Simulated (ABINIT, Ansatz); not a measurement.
# Quasiparticle gap of BaTiO3 (P4mm) in ABINIT, part 2 of 2

Wanted: ground state, empty states, screening and self-energy for BaTiO3 (P4mm).

ABINIT 10.8.3; LDA and many-body steps on it, plane waves. Known limits of the many-body steps: not at the basis limit; no spin-orbit coupling; coarse k mesh.

So far. Step 2 (Ground state): The gap is indirect, with the least direct gap 0.28 eV higher. Step 3 (Empty states on the mesh, 4×4×4 mesh, 83 bands): On this mesh the gap is 1.742 eV.

The database entry behind the starting cell differs from later determinations by our own check (c/a about 0.6 % short), so it need not match the best structure at ambient conditions.

### 4. Screening, 4×4×4 mesh, 77 bands, screening to 119.7 eV

The RPA dielectric matrix is built and inverted for each q.

This step: RPA screening on LDA, plane waves, norm-conserving pseudopotentials.

Input file run.abi:

```
acell 3*1.0 Angstrom
rprim 
  3.999800000000 0.000000000000 0.000000000000
  0.000000000000 3.999800000000 0.000000000000
  0.000000000000 0.000000000000 4.018000000000
ntypat 3
znucl 56 22 8
natom 5
typat 1 2 3 3 3
xred 
  0.000000000000 0.000000000000 0.000000000000
  0.500000000000 0.500000000000 0.490000000000
  0.500000000000 0.500000000000 0.019000000000
  0.500000000000 0.000000000000 0.517000000000
  0.000000000000 0.500000000000 0.517000000000
pp_dirpath "pseudos"
pseudos "Ba.upf, Ti.upf, O.upf"
ecut 38
ngkpt 4 4 4
nshiftk 1
shiftk 0 0 0
kptopt 1
chksymbreak 0
istwfk *1
occopt 1
irdwfk 1
optdriver 3
nband 77
ecuteps 4.4
inclvkb 2
awtr 1
symchi 1
indata_prefix "in"
outdata_prefix "out"
tmpdata_prefix "tmp"
```

The run is started by

```console
$ OMP_NUM_THREADS=1 mpirun -n 8 abinit run.abi > log
```

Numbers of over 12 decimals in the logs are rounded to 6 here.

The program printed:

```text
.Version 10.8.3 of ABINIT. v10.8.2 released Aug 2026.

 Symmetries : space group P4 m m (# 99); Bravais tP (primitive tetrag.)
[... echo of the input left out ...]
== DATASET  1 ==================================================================
-   mpi_nproc: 8, omp_nthreads: 1 (-1 if OMP is not activated)

--- !DatasetInfo
iteration_state: {dtset: 1, }
dimensions: {natom: 5, nkpt: 18, mband: 77, nsppol: 1, nspinor: 1, nspden: 1, mpw: 4929, }
cutoff_energies: {ecut:  38.0, pawecutdg:  -1.0, }
electrons: {nelect:   4.00000000E+01, charge:   0.00000000E+00, occopt:   1.00000000E+00, tsmear:   1.00000000E-02, }

 SCREENING: Calculation of the susceptibility and dielectric matrices

 Based on a program developped by R.W. Godby, V. Olevano, G. Onida, and L. Reining.
 Incorporated in ABINIT by V. Olevano, G.-M. Rignanese, and M. Torrent.
.Using double precision arithmetic ; gwpc =  8

[... cell and pseudopotentials left out ...]
--------------------------------------------------------------------------------

 ==== K-mesh for the wavefunctions ====
 Number of points in the irreducible wedge :    18
[... list of points left out ...]
 Together with  8 symmetry operations and time-reversal symmetry
 yields    64 points in the full Brillouin Zone.

 ==== Q-mesh for the screening function ====
 Number of points in the irreducible wedge :    18
[... list of points left out ...]
 Together with  8 symmetry operations and time-reversal symmetry
 yields    64 points in the full Brillouin Zone.

 setmesh: FFT mesh size selected  =    27x   27x   30
          total number of points  =        21870

 vcoul_init : cutoff-mode = AUXILIARY_FUNCTION
 q-points for optical limit:   1
     1)      0.000010    0.000020    0.000030

- screening: taking advantage of time-reversal symmetry
- Maximum band index for partially occupied states nbvw = 20
- Remaining bands to be divided among processors   nbcw = 57
- Number of bands treated by each node ~7

 Number of electrons calculated from density =   40.0000; Expected =   40.0000
 average of density, n =  0.092210
 r_s =    1.3731
 omega_plasma =   29.2917 [eV]

 calculating chi0 at frequencies [eV] :
  1    0.000000E+00    0.000000E+00
  2    0.000000E+00    2.929166E+01

--------------------------------------------------------------------------------
  q-point number  1        q = ( 0.000000, 0.000000, 0.000000) [r.l.u.]
--------------------------------------------------------------------------------
[... chi0 elements left out ...]
 For q-point:  0.000010 0.000020 0.000030
  dielectric constant =   6.3618
  dielectric constant without local fields =   6.9137

  Average fulfillment of the sum rule on Im[epsilon] for q-point    1 :     50.59  [%]
[... wings left out ...]
  q-point number  2        q = ( 0.250000, 0.000000, 0.000000) [r.l.u.]
--------------------------------------------------------------------------------
[... chi0 elements left out ...]
  Average fulfillment of the sum rule on Im[epsilon] for q-point    2 :     67.03  [%]

 [... 16 further q-points ...]
```

Elapsed: 2.1 min, on 8 MPI ranks of Arm Neoverse N1, shared host; peak memory 2.4 GiB.

This step gave:

* ε∞ with local fields, on this mesh, along the program's q direction: 6.362
* the same without local fields: 6.914
* plasma frequency: 29.29 eV
* plane waves in the screening matrix: 179

Local fields lower ε∞ by 8 %. On a Γ-centred mesh this coarse the value itself is usually too large, while a short band sum pulls it down.

### 5. Self-energy, 4×4×4 mesh, 77 bands, screening to 119.7 eV

The self-energy is evaluated for the states that the input lists, and the levels follow from it, in one-shot runs by the linearised quasiparticle equation.

This step: G0W0 on LDA, plane waves, norm-conserving pseudopotentials.

Changes to run.abi since step 4:

```diff
@@ -26,8 +26,17 @@
 irdwfk 1
-optdriver 3
+optdriver 4
 nband 77
+gwcalctyp 0
+ecutsigx 38
+symsigma 1
+nkptgw 2
+kptgw 
+  0.5000000000 0.5000000000 0.5000000000
+  0.0000000000 0.0000000000 0.0000000000
+bdgw 
+  18 23
+  19 23
 ecuteps 4.4
-inclvkb 2
-awtr 1
-symchi 1
+irdscr 1
+ppmodel 1
 indata_prefix "in"
```

The program printed:

```text
.Version 10.8.3 of ABINIT. v10.8.2 released Aug 2026.

 Symmetries : space group P4 m m (# 99); Bravais tP (primitive tetrag.)
[... echo of the input left out ...]
== DATASET  1 ==================================================================
-   mpi_nproc: 8, omp_nthreads: 1 (-1 if OMP is not activated)

--- !DatasetInfo
iteration_state: {dtset: 1, }
dimensions: {natom: 5, nkpt: 18, mband: 77, nsppol: 1, nspinor: 1, nspden: 1, mpw: 4929, }
cutoff_energies: {ecut:  38.0, pawecutdg:  -1.0, }
electrons: {nelect:   4.00000000E+01, charge:   0.00000000E+00, occopt:   1.00000000E+00, tsmear:   1.00000000E-02, }

 SIGMA: Calculation of the GW corrections

 Based on a program developped by R.W. Godby, V. Olevano, G. Onida, and L. Reining.
 Incorporated in ABINIT by V. Olevano, G.-M. Rignanese, and M. Torrent.
.Using double precision arithmetic ; gwpc =  8

[... cell and pseudopotentials left out ...]
--------------------------------------------------------------------------------

 ==== K-mesh for the wavefunctions ====
 Number of points in the irreducible wedge :    18
[... list of points left out ...]
 Together with  8 symmetry operations and time-reversal symmetry
 yields    64 points in the full Brillouin Zone.

 ==== Q-mesh for screening function ====
 Number of points in the irreducible wedge :    18
[... list of points left out ...]
 Together with  8 symmetry operations and time-reversal symmetry
 yields    64 points in the full Brillouin Zone.

 vcoul_init : cutoff-mode = AUXILIARY_FUNCTION
 q-points for optical limit:   1
     1)      0.000010    0.000020    0.000030
 setmesh: FFT mesh size selected  =    45x   45x   45
          total number of points  =        91125

 Number of electrons calculated from density =   40.0000; Expected =   40.0000
 average of density, n =  0.092210
 r_s =    1.3731
 omega_plasma =   29.2917 [eV]

 === KS Band Gaps ===
  >>>> For spin  1
   Minimum direct gap =   2.0230 [eV], located at k-point      :   0.0000  0.0000  0.0000
   Fundamental gap    =   1.7422 [eV], Top of valence bands at :   0.5000  0.5000  0.5000
                                       Bottom of conduction at :   0.0000  0.0000  0.0000
 SIGMA fundamental parameters:
 PLASMON POLE MODEL  1
 number of plane-waves for SigmaX                 4929
 number of plane-waves for SigmaC and W            179
 number of plane-waves for wavefunctions          4929
 number of bands                                    77
 number of independent spin polarizations            1
 number of spinorial components                      1
 number of k-points in IBZ                          18
 number of q-points in IBZ                          18
 number of symmetry operations                       8
 number of k-points in BZ                           64
 number of q-points in BZ                           64
 number of frequencies for dSigma/dE                 9
 frequency step for dSigma/dE [eV]                0.25
 number of omega for Sigma on real axis              0
 max omega for Sigma on real axis  [eV]           0.00
 zcut for avoiding poles [eV]                     0.10

 EPSILON^-1 parameters (SCR file):
 dimension of the eps^-1 matrix on file            179
 dimension of the eps^-1 matrix used               179
 number of plane-waves for wavefunctions          4929
 number of bands                                    77
 number of q-points in IBZ                          18
 number of frequencies                               2
 number of real frequencies                          1
 number of imag frequencies                          1

 matrix elements of self-energy operator (all in [eV])

 Perturbative Calculation

--- !SelfEnergy_ee
iteration_state: {dtset: 1, }
kpoint     : [   0.500,    0.500,    0.500, ]
spin       : 1
KS_gap     :    4.199
QP_gap     :    6.066
Delta_QP_KS:    1.867
data: !SigmaeeData |
     Band     E0 <VxcDFT>   SigX SigC(E0)      Z dSigC/dE  Sig(E)    E-E0       E
       18   6.194 -19.723 -24.888   5.250   0.762  -0.311 -19.658   0.065   6.259
       19   6.194 -19.723 -24.888   5.250   0.762  -0.311 -19.658   0.065   6.259
       20   6.277 -19.742 -24.920   5.282   0.762  -0.312 -19.663   0.079   6.356
       21  10.477 -21.652 -13.147  -5.880   0.741  -0.349 -19.706   1.946  12.422
       22  10.477 -21.651 -13.147  -5.880   0.741  -0.349 -19.706   1.946  12.422
       23  10.477 -21.651 -13.147  -5.880   0.741  -0.349 -19.706   1.946  12.422

--- !SelfEnergy_ee
iteration_state: {dtset: 1, }
kpoint     : [   0.000,    0.000,    0.000, ]
spin       : 1
KS_gap     :    2.023
QP_gap     :    3.728
Delta_QP_KS:    1.705
data: !SigmaeeData |
     Band     E0 <VxcDFT>   SigX SigC(E0)      Z dSigC/dE  Sig(E)    E-E0       E
       19   5.996 -19.835 -24.485   4.764   0.769  -0.301 -19.748   0.087   6.084
       20   5.996 -19.835 -24.485   4.764   0.769  -0.301 -19.748   0.087   6.084
       21   8.019 -18.773 -11.360  -5.115   0.780  -0.282 -16.981   1.792   9.812
       22   8.239 -18.944 -11.874  -4.794   0.779  -0.284 -17.172   1.772  10.011
       23   8.239 -18.944 -11.874  -4.794   0.779  -0.284 -17.172   1.772  10.011

== END DATASET(S) ==============================================================
================================================================================

 -outvars: echo values of variables after computation  --------
           etotal      0.0000000000E+00
            nband          77
             nkpt          18
          spgroup          99
 [... the other variables as echoed above ...]

 Calculation completed.
```

Elapsed: 14 s, on 8 MPI ranks; peak memory 1.7 GiB; 1.9 min of CPU time.

Numbers from this step:

```yaml
g0w0_gap_on_the_points_computed: 3.456 eV
starting_gap_on_the_mesh: 1.742 eV
k_of_the_valence_top: 0.5, 0.5, 0.5
k_of_the_conduction_bottom: 0, 0, 0
z_at_the_valence_top: 0.762
z_at_the_conduction_bottom: 0.78
least_direct_g0w0_gap_on_the_computed_points: 3.728 eV
```

The gap on the mesh goes from 1.74 eV to 3.46 eV, a correction of +1.71 eV.

Limits: finite bands, cutoff and mesh; no spin-orbit coupling; coarse k mesh. v1 is the top filled band, c1 the lowest empty one. The levels before and after the correction (eV, zero at the valence-band top of each column):

```csv
,conduction bottom,valence top
Kohn-Sham,1.74,0.00
G0W0,3.46,0.00
```

```csv
,level,energy (eV)
Kohn-Sham,(0.5 0.5 0.5) v3-v2,-0.083
Kohn-Sham,(0.5 0.5 0.5) v1,0.000
Kohn-Sham,(0.5 0.5 0.5) c1-c3,4.199
Kohn-Sham,Γ v2-v1,-0.281
Kohn-Sham,Γ c1,1.742
Kohn-Sham,Γ c2-c3,1.962
G0W0,(0.5 0.5 0.5) v3-v2,-0.097
G0W0,(0.5 0.5 0.5) v1,0.000
G0W0,(0.5 0.5 0.5) c1-c3,6.066
G0W0,Γ v2-v1,-0.272
G0W0,Γ c1,3.456
G0W0,Γ c2-c3,3.655
```

### 6. Where the time went

Times are wall times on 8 MPI ranks of Arm Neoverse N1, shared host, good to a factor of about two.

```csv
step,time,share,memory (GiB)
ground state,88 s,28 %,0.67
empty states on the mesh,82 s,26 %,0.63
screening,2.1 min,41 %,2.4
self-energy,14 s,5 %,1.7
```

### 7. What came out

| Property | Result |
| --- | --- |
| LDA gap | 1.74 eV, indirect |
| G0W0 gap on the mesh | 3.46 eV |
| GW settings | 4×4×4 mesh, 77 bands, screening to 119.7 eV, Godby-Needs plasmon pole |
| known limits | not at the basis limit; no spin-orbit coupling; coarse k mesh |

G0W0 moves the gap on the mesh from 1.74 eV to 3.46 eV (+1.71 eV), with Z of 0.76 and 0.78 at the edges. Local fields lower the RPA ε∞ on this mesh from 6.91 to 6.36; a Γ-centred mesh this coarse tends to raise both, most where the direct gap is narrow, while a short band sum lowers them. Only 2 of the mesh's irreducible points were corrected, so a valley elsewhere could overtake. Bands and cutoff are finite, so the gap is not at the basis limit. The miss can reach some tenths of an eV and take either sign; the mesh is an error of its own. In the G0W0 run levels were corrected at 2 k points alone, so a gap called «on the mesh» is the least over those, and an edge elsewhere would be missed. The 4×4×4 mesh is coarse for this cell, which bears on the long-range parts of exchange and screening. The many-body steps are scalar-relativistic: spin-orbit coupling is not in them.

[Paths, hosts, dates, memory and timing lines, banners, echoed tables and standing remarks are left out of the program output.]

[Logs are printed without paths, hosts, clocks, repeated set-up lines and the standing remarks that a program may print on its own settings, such as how far it seeks lower states.]

[Runs of the session that timed out or met a known fault of the program may be left out.]

[Hosts, paths, dates, database ids (printed as entryN), source tags and the programs' standing remarks are cut or masked in the printed files.]

[G0W0 gaps are taken among the corrected bands and points alone; a level outside them can change the order at an edge.]

[Where Ansatz stands beside ABINIT at settings called matched, ABINIT's density can come from a denser mesh and the files from another edition; pairs whose starting gaps differed by over 0.03 eV were left out, so agreement reads better than it is.]
